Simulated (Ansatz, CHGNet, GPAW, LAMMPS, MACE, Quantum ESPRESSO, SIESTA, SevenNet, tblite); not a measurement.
# 47In2O3-53ZnO (mol %) with crystalline order left by the classical run (65 atoms) in GPAW

Aim: run 47In2O3-53ZnO (mol %) with crystalline order left by the classical run (65 atoms) in GPAW and see how near its forces come to a plane-wave reference, and at what cost.

Program: GPAW 26.7.0. Level of theory: the method is named at each step. Results are calculated unless marked as measured.

## (1) Set-up

The cell holds 65 atoms: 18 In, 10 Zn and 37 O. Cell: a = 9.427 Å, b = 9.427 Å, c = 9.427 Å, α = 90.0°, β = 90.0°, γ = 90.0°. 65 atoms (18 Sc, 10 Zn, 37 O) placed at random at 4.13 g/cm³, melted at 5000 K for 10 ps at fixed volume with the Morse and Coulomb pair potential with partial charges (Pedone, Malavasi, Menziani, Cormack and Segre, J. Phys. Chem. B 110, 11780 (2006)). Quenched from 5000 K to 300 K at 30 K/ps and fixed volume, held 10 ps at zero pressure, then minimised at fixed cell. Then Sc was replaced by In and the cell scaled by 1.027 (the potential has no terms for the new elements, so the cell is a start for a DFT relaxation).

The yardstick, on the same geometry:

- method: Kohn-Sham DFT, PBE, PAW, plane waves (Ansatz 0.2.0); cutoff 420 eV, Γ point, fermi-dirac smearing of 0.05 eV; PAW set soft_2
- r.m.s. force component: 0.3072 eV/Å
- longest force: 0.9017 eV/Å
- pressure: 2.457 GPa
- gap (highest filled to lowest empty level): 0.3187 eV
- SCF cycles: 11
- time: 15 s on 4 threads of Arm Neoverse V1, shared host
- CPU time: 55 s

## (2) PBE, LCAO dzp, h 0.18 Å

Method: Kohn-Sham DFT, PBE, PAW, atomic orbitals (dzp).

Contents of run.py:

```python
import numpy as np
from ase.io import read
from gpaw import GPAW, FermiDirac

atoms = read("structure.xyz")
atoms.calc = GPAW(
    mode="lcao",
    basis="dzp",
    h=0.18,
    xc="PBE",
    kpts={"size": (1, 1, 1), "gamma": True},
    occupations=FermiDirac(0.05),
    maxiter=200,
    symmetry={"point_group": False},
    txt="gpaw.txt",
)
energy = atoms.get_potential_energy(force_consistent=True)
forces = atoms.get_forces()
print(f"energy {energy:.6f} eV")
print("forces (eV/A)")
for i, (a, f) in enumerate(zip(atoms, forces)):
    print(f"{i:4d} {a.symbol:2s} {f[0]:10.5f} {f[1]:10.5f} {f[2]:10.5f}")
print(f"Fermi level {atoms.calc.get_fermi_level():.4f} eV")
for k in range(len(atoms.calc.get_ibz_k_points())):
    for s in range(atoms.calc.get_number_of_spins()):
        e = atoms.calc.get_eigenvalues(kpt=k, spin=s)
        n = np.searchsorted(e, atoms.calc.get_fermi_level())
        print(f"k {k} spin {s} levels about the Fermi level:", np.round(e[max(n - 6, 0):n], 4).tolist(), "|", np.round(e[n:n + 6], 4).tolist())
```

Contents of structure.xyz:

```xyz
65
Lattice="9.42721 0.00000 0.00000 0.00000 9.42721 0.00000 0.00000 0.00000 9.42721" Properties=species:S:1:pos:R:3 pbc="T T T"
In 6.90468 9.22207 5.72458
In 1.39400 1.10421 2.31174
In 8.95943 4.21019 3.30801
In 7.24161 1.26391 2.22133
In 7.45975 5.79651 6.33848
In 1.10261 5.80085 5.86306
In 2.56354 1.28483 7.98824
In 5.71063 1.61611 8.18942
In 4.08971 1.21272 4.57484
In 4.11243 5.99976 0.81310
In 8.77013 7.48181 3.34279
In 4.15410 7.69072 6.70727
In 0.92830 7.39706 9.26525
In 2.57495 7.56213 3.35637
In 8.88656 1.26381 8.43650
In 0.84213 9.05597 5.77294
In 5.65076 4.44813 3.51805
In 7.31514 5.77794 1.08715
Zn 4.17361 2.86681 1.21356
Zn 3.99883 9.33086 0.88474
Zn 6.59339 7.69930 8.63382
Zn 2.24377 4.15759 8.65729
Zn 5.58732 7.74172 3.17320
Zn 1.11439 2.79027 5.66754
Zn 2.54186 4.25045 3.22882
Zn 8.87930 4.21707 8.62778
Zn 7.34069 2.82741 5.78237
Zn 4.28014 4.41165 6.78448
O 5.61409 4.53232 1.32914
O 9.01288 1.10374 1.14475
O 7.47361 2.84485 7.98211
O 2.38678 1.13588 5.86109
O 4.83870 8.64909 4.87688
O 0.94828 9.11621 7.98937
O 0.99071 5.70327 8.01822
O 7.57637 5.87287 8.43688
O 3.38889 0.09719 2.87181
O 7.35549 5.86863 3.29613
O 8.90645 4.37206 5.57733
O 2.60144 1.41229 0.64492
O 3.99525 2.92206 8.12767
O 1.01201 5.89785 3.59148
O 1.07942 2.79027 3.54670
O 8.79257 4.29136 1.21932
O 7.21813 8.97932 3.51088
O 5.59769 1.34413 0.92867
O 8.88015 7.31872 5.59137
O 2.55157 4.31106 5.71600
O 4.15891 2.95524 3.37532
O 8.69754 1.04972 5.86372
O 2.61690 7.52584 1.08488
O 0.94781 2.71956 7.92282
O 5.71251 1.55540 5.97515
O 0.85995 8.89863 3.59544
O 7.21314 0.06740 8.10250
O 4.20001 6.16464 3.21996
[... 5 atom lines left out ...]
O 4.16089 9.29768 8.12230
O 2.34106 7.49520 5.64718
O 8.83198 7.31401 1.23968
O 6.22809 7.42176 6.65203
```

The run is started by

```console
> OMP_NUM_THREADS=1 python run.py > output.txt
```

Log:

```text
energy -313.357299 eV
forces (eV/A)
   0 In    0.51499   -0.11511    0.12879
   1 In   -0.22376    0.04672   -0.32381
   2 In   -0.08201    0.15136   -0.51674
   3 In    0.21800    0.13418   -0.27048
   4 In   -0.20307    0.08112   -0.12503
   5 In    0.56720    0.16077    0.07995
   6 In    0.22072   -0.56805   -0.10112
   7 In    0.16803   -0.13225    0.05442
   8 In    0.14978   -0.02793    0.16636
   9 In    0.08116    0.22792   -0.22937
  10 In    0.18564   -0.16530   -0.20441
  11 In   -0.60045   -0.21975    0.27214
  12 In   -0.13599   -0.18419    0.20823
  13 In    0.18348   -0.31377    0.09017
  14 In   -0.36080   -0.50523   -0.06794
  15 In   -0.31329    0.00240    0.25498
  16 In   -0.02142    0.19447    0.03896
  17 In    0.02926   -0.29894    0.17965
  18 Zn    0.03500   -0.00471   -0.09903
  19 Zn    0.02346   -0.47132   -0.03223
  20 Zn    0.17153    0.64513    0.24283
  21 Zn   -0.06083    0.50952    0.29506
  22 Zn   -0.06061   -0.08565   -0.01034
  23 Zn    0.24486    0.00077    0.16862
[...]
57 O     0.02957    0.84758   -0.04940
  58 O    -0.20128   -0.22691    0.73130
  59 O    -0.25821   -0.84232   -0.09786
  60 O    -0.24708   -0.66374    0.19989
  61 O     0.42127    0.09089    0.63395
  62 O     0.26001    0.37083   -0.37494
  63 O    -0.08891    0.42236   -0.28830
  64 O     0.11747    0.34523    0.35461
Fermi level 5.4130 eV
k 0 spin 0 levels about the Fermi level: [4.8541, 4.9772, 5.0181, 5.0489, 5.1356, 5.2695] | [5.5516, 8.5339, 8.7564, 8.8373, 8.9141, 9.0361]
```

gpaw.txt:

```text
Input parameters:
  mode=LCAO(),
  basis={'default': 'dzp'},
  h=0.18,
  kpts=MonkhorstPack(size=(1, 1, 1), gamma=True),
  maxiter=200,
  occupations=Occupations(name='fermi-dirac', width=0.05, fixmagmom=False),
  symmetry=Symmetry(point_group=False),
  xc=XC(name='PBE')
Unit cell  # Å
| periodic |        x |        y |        z |  lengths |    angles |
|----------|----------|----------|----------|----------|-----------|
|      yes | 9.427210 | 0.000000 | 0.000000 | 9.427210 | 90.000000 |
|      yes | 0.000000 | 9.427210 | 0.000000 | 9.427210 | 90.000000 |
|      yes | 0.000000 | 0.000000 | 9.427210 | 9.427210 | 90.000000 |
Number of symmetries: 1
Symmetry operations  # r_c * U_cc + t_c -> r_c
|   | kind |            matrix            |
|---|------|------------------------------|
| 0 |  E   |  1, 0, 0,  0, 1, 0,  0, 0, 1 |
BZ-sampling:
  Number of BZ points: 1
  Number of IBZ points: 1
  Monkhorst-Pack size: [1, 1, 1]
  Monkhorst-Pack shift: [0, 0, 0]
[... lines left out ...]
  Fermi-Dirac:
[... lines left out ...]
xc functional:
  name: PBE with 2 nearest neighbor stencil
interpolation: tri-quintic # 5. degree polynomial
Initialization done in: 11.800 s
convergence criteria:
- Maximum [total energy] change in last 3 cyles: 0.0005 eV / valence electron
- Maximum integral of absolute [dens]ity change: 0.0001 electrons / valence electron
- Maximum integral of absolute [eigenst]ate change: 4e-08 eV^2 / valence electron
maximum number of iterations: 200
SCF iterations
|iter     |      energy | eigst |  dens |
|---------|-------------|-------|-------|
|iter:   1| -347.377092 |      c|       |
|iter:   2| -337.925856 |      c| -1.03 |
|iter:   3| -313.770101 |      c| -1.08 |
|iter:   4| -314.935048 |      c| -1.58 |
|iter:   5| -313.423756 |      c| -1.78 |
|iter:   6| -313.926608 |      c| -1.97 |
|iter:   7| -313.452167 |      c| -2.20 |
|iter:   8| -313.422686 |      c| -2.86 |
|iter:   9| -313.386787c|      c| -2.96 |
|iter:  10| -313.359656c|      c| -3.12 |
|iter:  11| -313.355715c|      c| -3.26 |
|iter:  12| -313.340218c|      c| -3.33 |
|iter:  13| -313.332067c|      c| -3.66 |
|iter:  14| -313.333839c|      c| -4.06c|
Converged in 14 steps
SCF loop duration: 307.963 s (21.997 s/step)
Energy contributions relative to reference atoms: (reference = -3443682.355554)
Energy contributions:
  Kinetic:         765.634480
  Coulomb:        -660.761530
  Zero:              8.714083
  External:          0.000000
  Xc:             -426.897413
  Entropy:          -0.046920
  Spinorbit:         0.000000
  ----------------------------
  Free energy:    -313.357299
  Extrapolated:   -313.333839
dipole moment: (50.665584, 45.295665, 30.588334)  # |e|*Ang
Fermi level: 5.413
Eigenvalues  # (at kpt = [0.000, 0.000, 0.000])
| band index |      eig [eV] | occ [0-2] |
|------------|---------------|-----------|
|          0 |       -13.161 |     2.000 |
|        ... |               |           |
|        280 |         4.800 |     2.000 |
|        281 |         4.814 |     2.000 |
[...]
|        295 |         9.226 |     0.000 |
|        ... |               |           |
|        349 |        14.940 |     0.000 |
Gap: 0.282 eV
Transition (v -> c):
  (s=0, k=0, n=287, [0.00, 0.00, 0.00]) -> (s=0, k=0, n=288, [0.00, 0.00, 0.00])
No difference between direct/indirect transitions
Force computation time: 54.470  # s
timing:  # [seconds]
  Total:  374.268  # ━━━━━━━━━━━━━━━━━━━━━━━━━━━━━━━━━━━━━━━━━━━━━━━━━━━━━━━━
  Init:    11.799  # ━━
  SCF:    307.963  # ━━━━━━━━━━━━━━━━━━━━━━━━━━━━━━━━━━━━━━━━━━━━━━
  Forces:  54.470  # ━━━━━━━━
```

The job ended after 6.3 min (1 thread of Arm Neoverse V1, shared host; peak memory 1.6 GiB).

Banners, paths, timers and routine set-up lines are dropped from the logs unmarked, and long logs keep their key lines alone; longer cuts are marked.

Numbers from this run, and their distance from the reference:

* r.m.s. force component: 0.3377 eV/Å
* r.m.s. difference of force components: 76.12 meV/Å
* longest difference of force vectors: 226.2 meV/Å
* force difference over r.m.s. force: 24.78 %
* slope of forces against the reference's: 1.074
* correlation of force components: 0.9766
* gap (highest filled to lowest empty level): 0.2821 eV
* gap difference: -0.0366 eV

Length of the force difference by element (eV/Å):

| element | atoms | mean | most |
| --- | --- | --- | --- |
| In | 18 | 0.098 | 0.18 |
| O | 37 | 0.13 | 0.23 |
| Zn | 10 | 0.12 | 0.23 |

Levels nearest the highest filled one (eV from it): -0.42, -0.29, -0.25, -0.22, -0.13, 0.00, 0.28, 3.26, 3.49, 3.57, 3.64, 3.77.

Local excerpt of 9 atoms (numbers count through the whole input) about O39, which has 5 bonded neighbours where the commonest count for O is 4; x, y, z are measured from there.

| atom | x | y | z | distance (Å) | bonds | Fx | Fy | Fz (eV/Å) |
| --- | --- | --- | --- | --- | --- | --- | --- | --- |
| O39 | 0.00 | 0.00 | 0.00 | 0.00 | 5 | -0.21 | -1.00 | -0.12 |
| In5 | -1.45 | 1.42 | 0.76 | 2.17 | 5 | -0.20 | 0.08 | -0.13 |
| In6 | 1.62 | 1.43 | 0.29 | 2.18 | 6 | 0.57 | 0.16 | 0.08 |
| Zn27 | -1.57 | -1.54 | 0.21 | 2.21 | 6 | 0.01 | -0.19 | 0.06 |
| In3 | 0.05 | -0.16 | -2.27 | 2.28 | 6 | -0.08 | 0.15 | -0.52 |
| Zn24 | 1.64 | -1.58 | 0.09 | 2.28 | 5 | 0.24 | 0.00 | 0.17 |
| O42 | 1.53 | 1.53 | -1.99 | 2.94 | 5 | 0.57 | -0.31 | 0.12 |
| O47 | -0.03 | 2.95 | 0.01 | 2.95 | 5 | -0.31 | 0.16 | -0.08 |
| O61 | -2.99 | 0.20 | 0.06 | 3.00 | 4 | -0.25 | -0.66 | 0.20 |

Atoms are counted from 1 here, from 0 in the log.

Forces lie 25 % from the reference's, at 6.9 times its CPU time (on 1 against 4 cores).

## (3) PBE, LCAO dzp, h 0.25 Å

Method: Kohn-Sham DFT, PBE, PAW, atomic orbitals (dzp).

run.py, as its differences from that of step 2:

```diff
@@ -8,3 +8,3 @@
     basis="dzp",
-    h=0.18,
+    h=0.25,
     xc="PBE",
```

structure.xyz is that of step 2.

Log:

```text
energy -283.546969 eV
forces (eV/A)
   0 In    0.48374   -0.15279    0.12782
   1 In   -0.25434   -0.00178   -0.28370
   2 In   -0.11978    0.13635   -0.46221
   3 In    0.25244    0.17509   -0.28333
   4 In   -0.18335    0.04946   -0.16222
   5 In    0.51896    0.14922    0.03666
   6 In    0.27457   -0.52980   -0.12336
   7 In    0.17430   -0.16256    0.02247
   8 In    0.15142    0.00844    0.12980
   9 In    0.12855    0.23831   -0.25441
  10 In    0.18915   -0.14191   -0.17492
  11 In   -0.63731   -0.24025    0.32464
[...]
60 O     0.71197   -0.97905    0.32129
  61 O     1.63356    0.16158    0.43240
  62 O     0.82580    1.66201    0.38672
  63 O     1.77472    1.32618    1.43099
  64 O     1.89648   -1.17299   -0.69337
Fermi level 5.4128 eV
k 0 spin 0 levels about the Fermi level: [4.8655, 4.9892, 5.0364, 5.0596, 5.1481, 5.271] | [5.5485, 8.5457, 8.7656, 8.8494, 8.9268, 9.0452]
```

gpaw.txt:

```text
Input parameters:
  mode=LCAO(),
  basis={'default': 'dzp'},
  h=0.25,
  kpts=MonkhorstPack(size=(1, 1, 1), gamma=True),
  maxiter=200,
  occupations=Occupations(name='fermi-dirac', width=0.05, fixmagmom=False),
  symmetry=Symmetry(point_group=False),
  xc=XC(name='PBE')
[... lines left out ...]
  Fermi-Dirac:
[... lines left out ...]
convergence criteria:
- Maximum [total energy] change in last 3 cyles: 0.0005 eV / valence electron
[... lines left out ...]
Converged in 14 steps
[... lines left out ...]
  Free energy:    -283.546969
[... lines left out ...]
Fermi level: 5.413
[... lines left out ...]
|          0 |       -13.187 |     2.000 |
|        ... |               |           |
|        280 |         4.817 |     2.000 |
|        281 |         4.824 |     2.000 |
[...]
|        295 |         9.230 |     0.000 |
|        ... |               |           |
|        349 |        14.955 |     0.000 |
Gap: 0.278 eV
Transition (v -> c):
  (s=0, k=0, n=287, [0.00, 0.00, 0.00]) -> (s=0, k=0, n=288, [0.00, 0.00, 0.00])
No difference between direct/indirect transitions
Force computation time: 21.769  # s
timing:  # [seconds]
  Total:  153.171  # ━━━━━━━━━━━━━━━━━━━━━━━━━━━━━━━━━━━━━━━━━━━━━━━━━━━━━━━━
  Init:     9.437  # ━━━╸
  SCF:    121.931  # ━━━━━━━━━━━━━━━━━━━━━━━━━━━━━━━━━━━━━━━━━━━━╸
  Forces:  21.769  # ━━━━━━━━
```

It took 2.6 min on 1 thread; peak memory 0.69 GiB.

Numbers from this run, and their distance from the reference:

| Property | Result |
| --- | --- |
| r.m.s. force component | 0.982 eV/Å |
| r.m.s. difference of force components | 933 meV/Å |
| longest difference of force vectors | 2648 meV/Å |
| force difference over r.m.s. force | 303.7 % |
| slope of forces against the reference's | 0.997 |
| correlation of force components | 0.3119 |
| gap (highest filled to lowest empty level) | 0.2775 eV |
| gap difference | -0.0412 eV |
| energy less the same-level run's | 458.6 meV/atom |
| r.m.s. force difference from the same-level run | 929.7 meV/Å |

This is a coarse setting, run to see what it loses.

Against the first run (25 %), the force difference from the reference is 304 %, at 0.41 times the CPU time: the grid matters here.

The difference per atom is largest on O (2.1 eV/Å on average, against 0.13 on Zn). The forces add up to 16 eV/Å instead of zero, usually a sign of too coarse a grid.

## (4) PBE, grid h 0.24 Å

Method: Kohn-Sham DFT, PBE, PAW, finite differences on a real-space grid.

run.py, as its differences from that of step 3:

```diff
@@ -3,2 +3,3 @@
 from gpaw import GPAW, FermiDirac
+from ase.parallel import parprint as print
 
@@ -6,5 +7,4 @@
 atoms.calc = GPAW(
-    mode="lcao",
-    basis="dzp",
-    h=0.25,
+    mode="fd",
+    h=0.24,
     xc="PBE",
@@ -14,2 +14,3 @@
     symmetry={"point_group": False},
+    nbands=341,
     txt="gpaw.txt",
```

structure.xyz is that of step 3.

The run is started by

```console
> OMP_NUM_THREADS=1 mpirun -np 2 gpaw python run.py > output.txt
```

Log:

```text
energy -360.617170 eV
forces (eV/A)
   0 In    0.36503   -0.06893    0.14153
   1 In   -0.23963    0.05585   -0.40729
   2 In   -0.11229    0.16288   -0.74537
   3 In    0.21505    0.18161   -0.28824
   4 In   -0.22476    0.18209    0.07868
   5 In    0.59579    0.11178    0.08968
   6 In    0.21808   -0.46315    0.00555
   7 In    0.25644   -0.11749    0.00772
   8 In    0.11165   -0.13162    0.10019
   9 In    0.07949    0.13992   -0.24387
  10 In    0.16786   -0.18910   -0.32267
  11 In   -0.46186   -0.23649    0.27464
  12 In   -0.14779   -0.21023    0.28775
  13 In    0.12906   -0.25023   -0.05005
  14 In   -0.42416   -0.42327   -0.01131
  15 In   -0.30008    0.00647    0.22952
  16 In    0.03458    0.21738    0.00495
  17 In    0.20258   -0.39085    0.19489
  18 Zn    0.03093    0.06167   -0.04050
  19 Zn   -0.05665   -0.29661    0.00179
  20 Zn    0.20405    0.58862    0.15137
  21 Zn   -0.11764    0.49054    0.35001
  22 Zn   -0.06621   -0.06255    0.03844
  23 Zn    0.34911    0.00912    0.09401
[...]
57 O    -0.45192    0.42815   -0.42804
  58 O     0.23335   -0.62693    0.54367
  59 O     0.35804   -0.34394    0.06607
  60 O    -0.44952   -0.79554    0.40312
  61 O     0.76006   -0.05062    0.41000
  62 O     0.36301    0.72534   -0.15448
  63 O    -0.03046    0.26843   -0.67170
  64 O    -0.13024    0.29266   -0.03212
Fermi level 5.4104 eV
k 0 spin 0 levels about the Fermi level: [4.761, 4.8959, 4.9232, 4.9607, 5.0818, 5.2369] | [5.5812, 8.4776, 8.7265, 8.7984, 8.8737, 8.9904]
```

gpaw.txt:

```text
Input parameters:
  mode=FD(),
  h=0.24,
  kpts=MonkhorstPack(size=(1, 1, 1), gamma=True),
  maxiter=200,
  nbands=341,
  occupations=Occupations(name='fermi-dirac', width=0.05, fixmagmom=False),
  symmetry=Symmetry(point_group=False),
  xc=XC(name='PBE')
Diagonalizing LCAO Hamiltonian
Converting LCAO to fd mode
       .----------------------.
      /|In                    |
[... lines left out ...]
  Converge bands: occupied
[... lines left out ...]
  Fermi-Dirac:
[... lines left out ...]
convergence criteria:
- Maximum [total energy] change in last 3 cyles: 0.0005 eV / valence electron
[... lines left out ...]
Converged in 46 steps
[... lines left out ...]
  Kinetic:         947.215273
  Coulomb:        -904.965426
  Zero:             40.179040
  External:          0.000000
  Xc:             -443.017129
  Entropy:          -0.028929
  Spinorbit:         0.000000
  ----------------------------
  Free energy:    -360.617170
  Extrapolated:   -360.602706
dipole moment: (51.398895, 46.070990, 30.605212)  # |e|*Ang
Fermi level: 5.410
Eigenvalues  # (at kpt = [0.000, 0.000, 0.000])
| band index |      eig [eV] | occ [0-2] |
|------------|---------------|-----------|
|          0 |       -13.020 |     2.000 |
|        ... |               |           |
|        280 |         4.708 |     2.000 |
|        281 |         4.726 |     2.000 |
[...]
|        295 |         9.180 |     0.000 |
|        ... |               |           |
|        340 |        14.229 |     0.000 |
Gap: 0.344 eV
Transition (v -> c):
  (s=0, k=0, n=287, [0.00, 0.00, 0.00]) -> (s=0, k=0, n=288, [0.00, 0.00, 0.00])
No difference between direct/indirect transitions
Force computation time: 4.553  # s
```

Elapsed: 7 min, on 2 MPI ranks; peak memory 1.3 GiB.

Against the reference:

```yaml
r_m_s_force_component: 0.3822 eV/Å
r_m_s_difference_of_force_components: 231.6 meV/Å
longest_difference_of_force_vectors: 717.7 meV/Å
force_difference_over_r_m_s_force: 75.39 %
slope_of_forces_against_the_reference_s: 0.9899
correlation_of_force_components: 0.7962
spacing_of_highest_filled_and_lowest_empty_level: 0.3443 eV
gap_difference: 0.0256 eV
```

This is a coarse setting, run to see what it loses.

Against the first run (25 %), the force difference from the reference is 75 %, at 2.2 times the CPU time (on 2 against 1 cores) (46 SCF steps against 14).

The difference per atom is largest on O (0.52 eV/Å on average, against 0.042 on In). The forces add up to 1.8 eV/Å instead of zero, usually a sign of too coarse a grid.

(Continued in part 2 of 2.)

[Also dropped from logs without a mark: logging warnings of Python, and SIESTA's first energy breakdown and zero terms.]

[Logs are printed without paths, hosts, clocks, repeated set-up lines and the standing remarks that a program may print on its own settings, such as how far it seeks lower states.]

[Hosts, paths, dates, database ids (printed as entryN), source tags and the programs' standing remarks are cut or masked in the printed files.]
